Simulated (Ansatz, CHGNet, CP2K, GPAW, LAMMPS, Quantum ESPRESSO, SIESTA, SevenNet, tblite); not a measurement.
# GPAW on amorphous Hg30S21Se9 (60 atoms): settings against a plane-wave reference, part 2 of 2

How do the settings of GPAW change the result for amorphous Hg30S21Se9 (60 atoms)? A plane-wave run serves as the yardstick.

Program: GPAW 26.7.0; the method stands at each step. Banners and routine set-up lines are dropped from the logs; longer cuts are marked.

So far. Step 3 (PBE, LCAO sz(dzp), h 0.2 Å): Against the first run (15 %), the force difference from the reference is 59 %, at 0.43 times the CPU time, with 480 basis functions against 1200: the smaller basis costs accuracy. Step 4 (PBE, LCAO dzp, h 0.22 Å): Against the first run (15 %), the force difference from the reference is 15 %, at 0.85 times the CPU time.

### Step 5. PBE, LCAO szp(dzp), h 0.2 Å

Method: Kohn-Sham DFT, PBE, PAW, atomic orbitals (szp(dzp)).

The input, run.py:

```python
import numpy as np
from ase.io import read
from gpaw import GPAW, FermiDirac

atoms = read("structure.xyz")
atoms.calc = GPAW(
    mode="lcao",
    basis="szp(dzp)",
    h=0.2,
    xc="PBE",
    kpts={"size": (1, 1, 1), "gamma": True},
    occupations=FermiDirac(0.05),
    maxiter=200,
    symmetry={"point_group": False},
    txt="gpaw.txt",
)
energy = atoms.get_potential_energy(force_consistent=True)
forces = atoms.get_forces()
print(f"energy {energy:.6f} eV")
print("forces (eV/A)")
for i, (a, f) in enumerate(zip(atoms, forces)):
    print(f"{i:4d} {a.symbol:2s} {f[0]:10.5f} {f[1]:10.5f} {f[2]:10.5f}")
print(f"Fermi level {atoms.calc.get_fermi_level():.4f} eV")
for k in range(len(atoms.calc.get_ibz_k_points())):
    for s in range(atoms.calc.get_number_of_spins()):
        e = atoms.calc.get_eigenvalues(kpt=k, spin=s)
        n = np.searchsorted(e, atoms.calc.get_fermi_level())
        print(f"k {k} spin {s} levels about the Fermi level:", np.round(e[max(n - 6, 0):n], 4).tolist(), "|", np.round(e[n:n + 6], 4).tolist())
```

The input, structure.xyz:

```xyz
60
Lattice="11.89490 0.00000 0.00000 0.00000 11.89490 0.00000 0.00000 0.00000 11.89490" Properties=species:S:1:pos:R:3 pbc="T T T"
[... 60 atom lines left out: the same atoms as in the first run ...]
```

The run is started by

```
$ OMP_NUM_THREADS=1 python run.py > output.txt
```

Standard output:

```text
energy -93.942803 eV
forces (eV/A)
   0 Hg    0.54478    0.39242   -0.27618
   1 Hg    0.62326   -0.53521    0.21972
   2 Hg    0.35505   -0.36621    0.02176
   3 Hg    0.14050   -0.53406   -0.12805
   4 Hg   -0.58048   -0.46095   -0.62636
   5 Hg   -0.29677   -0.51587   -0.41572
   6 Hg   -0.30418   -0.79629    0.23584
   7 Hg    0.07129    0.39939    0.08235
   8 Hg   -0.62180   -0.17962   -0.20407
   9 Hg   -0.24257    0.98613    0.34421
  10 Hg   -0.11131   -0.66199    0.22126
  11 Hg   -0.25740   -0.57762    0.21683
  12 Hg    0.32371   -0.09559   -0.12567
  13 Hg    0.49206    0.16614    0.35819
  14 Hg   -0.41641    0.22219   -0.00626
  15 Hg   -0.53666   -0.00160    0.22666
  16 Hg    0.19810    0.15126    0.90116
  17 Hg    0.82381    0.39916   -0.12266
  18 Hg    0.24182    0.17945   -0.74518
  19 Hg    0.12525    0.06129   -0.00360
  20 Hg    0.42370   -0.38311    0.06154
  21 Hg    0.47038    0.64486   -0.04642
  22 Hg   -0.09580    0.71712   -0.24580
  23 Hg   -0.69811    0.23276    0.46530
[...]
52 Se   -0.03410   -0.01135    0.04403
  53 Se   -0.00957   -0.23594   -0.43164
  54 Se   -0.32269   -0.45909   -0.59628
  55 Se   -0.39291   -0.08042    0.75916
  56 Se   -0.03333   -0.44652   -0.15052
  57 Se   -0.23394   -0.08906    0.23793
  58 Se   -0.27595    0.11683   -0.68357
  59 Se   -0.01180   -0.24021   -0.81392
Fermi level 4.1522 eV
k 0 spin 0 levels about the Fermi level: [3.5936, 3.6693, 3.8507, 3.9013, 4.0132, 4.1133] | [4.198, 4.293, 4.3169, 4.4264, 4.5396, 4.7]
```

gpaw.txt:

```text
Input parameters:
  mode=LCAO(),
  basis={'default': 'szp(dzp)'},
  h=0.2,
  kpts=MonkhorstPack(size=(1, 1, 1), gamma=True),
  maxiter=200,
  occupations=Occupations(name='fermi-dirac', width=0.05, fixmagmom=False),
  symmetry=Symmetry(point_group=False),
  xc=XC(name='PBE')
Unit cell  # Å
| periodic |         x |         y |         z |   lengths |    angles |
[... lines left out ...]
  Fermi-Dirac:
[... lines left out ...]
convergence criteria:
- Maximum [total energy] change in last 3 cyles: 0.0005 eV / valence electron
[... lines left out ...]
Converged in 16 steps
[... lines left out ...]
  Free energy:     -93.942803
  Extrapolated:    -93.847631
dipole moment: (-26.265615, 10.135572, 20.592144)  # |e|*Ang
Fermi level: 4.152
Eigenvalues  # (at kpt = [0.000, 0.000, 0.000])
| band index |      eig [eV] | occ [0-2] |
|------------|---------------|-----------|
|          0 |       -59.191 |     2.000 |
|        ... |               |           |
|        352 |         3.393 |     2.000 |
|        353 |         3.513 |     2.000 |
[...]
|        367 |         4.937 |     0.000 |
|        ... |               |           |
|        435 |        10.729 |     0.000 |
Gap: 0.085 eV
Transition (v -> c):
  (s=0, k=0, n=359, [0.00, 0.00, 0.00]) -> (s=0, k=0, n=360, [0.00, 0.00, 0.00])
No difference between direct/indirect transitions
Force computation time: 19.716  # s
timing:  # [seconds]
  Total:  169.016  # ━━━━━━━━━━━━━━━━━━━━━━━━━━━━━━━━━━━━━━━━━━━━━━━━━━━━━━━━
  Init:     9.704  # ━━━
  SCF:    139.569  # ━━━━━━━━━━━━━━━━━━━━━━━━━━━━━━━━━━━━━━━━━━━━━━
  Forces:  19.716  # ━━━━━━╸
```

It took 2.8 min on 1 thread of Arm Neoverse V1, shared host; peak memory 1.6 GiB.

Against the reference:

```yaml
r_m_s_force_component: 0.4195 eV/Å
r_m_s_difference_of_force_components: 94.92 meV/Å
longest_difference_of_force_vectors: 383.2 meV/Å
force_difference_over_r_m_s_force: 23.06 %
slope_of_forces_against_the_reference_s: 0.9928
correlation_of_force_components: 0.9741
```

This is a coarse setting, run to see what it loses.

Against the first run (15 %), the force difference from the reference is 23 %, at 0.66 times the CPU time, with 720 basis functions against 1200: the smaller basis costs accuracy.

### Step 6. All runs compared

Differences are against the plane-wave reference, forces as r.m.s. over components; share is that over the reference's r.m.s. force, slope the least-squares factor from reference forces to these. Total energies of different programs have different zeros and aren't compared.

```
                                      run  Δ force, r.m.s. (meV/Å)  share (%)  slope  cores  CPU time  memory (GiB)
                                reference                        -          -      -      4    26 min           4.1
              GPAW PBE, LCAO dzp, h 0.2 Å                     61.4       14.9  0.997      1   4.3 min           1.7
 GPAW PBE, LCAO sz(dzp), h 0.2 Å (coarse)                      243       59.0  0.933      1   1.9 min           1.5
    GPAW PBE, LCAO dzp, h 0.22 Å (coarse)                     60.0       14.6  0.994      1   3.7 min           1.4
GPAW PBE, LCAO szp(dzp), h 0.2 Å (coarse)                     94.9       23.1  0.993      1   2.8 min           1.6
```

Rows marked coarse use a setting chosen to be so.

CPU time is summed over cores on a shared host, where runs went side by side, so it is rough. Symmetry, cutoffs, thresholds, outputs and thread counts weren't matched or tuned between programs; memory under MPI is the largest rank's times the ranks.

Within one program, basis, potentials and functional, energies share a zero. Each run against its twin at the usual cutoff or grid and solver:

```
                         run               twin  Δ energy (meV/atom)  Δ force, r.m.s. (meV/Å)  CPU time over the twin's
GPAW PBE, LCAO dzp, h 0.22 Å  LCAO dzp, h 0.2 Å                 15.3                     23.4                      0.85
```

### Step 7. Results

```json
{
 "nearest in forces": "a tie at 15 % of 2 runs: GPAW PBE, LCAO dzp, h 0.2 Å; GPAW PBE, LCAO dzp, h 0.22 Å (coarse)"
}
```

What this shows: The PBE run in local orbitals, coarse settings apart, differs by 15 % (GPAW PBE, LCAO dzp, h 0.2 Å); basis, grid and potentials can all enter. Runs with settings chosen to be coarse differ by 15 % (GPAW PBE, LCAO dzp, h 0.22 Å) to 59 % (GPAW PBE, LCAO sz(dzp), h 0.2 Å), their programs' other errors included. Of the electronic-structure runs that take under half the reference's CPU time, GPAW PBE, LCAO dzp, h 0.22 Å is among the nearest, at 15 % in 3.7 min against 26 min. The potentials hold different valence shells: 780 electrons in the reference, 720 in GPAW; this bears on time and differences. The quench rate of 3 K/ps is many orders above laboratory rates, so the cell is likely richer in defects and strain than a real sample. The network of bonds at the start is that of the classical potential that made the cell, and needn't be the one that DFT or experiment would give. The electronic-structure runs sample only Γ, in a cell whose shortest periodic width is 12 Å, which is coarse for a cell with partly filled levels. Spin–orbit coupling is left out, which matters for the levels of the heavy elements.

[Long decimals in the printed logs are rounded to 6 places.]

[Also dropped from logs without a mark: lines with file paths, logging warnings of Python, QE's lines on negative density and diagonalisation, SIESTA's first energy breakdown, zero terms and Voronoi charges.]

[Logs are printed without paths, hosts, clocks, repeated set-up lines and the standing remarks that a program may print on its own settings, such as how far it seeks lower states.]

[Hosts, paths, dates, database ids (printed as entryN), source tags and the programs' standing remarks are cut or masked in the printed files.]

[Most failed runs of this program on this cell are left out, timed-out ones always.]
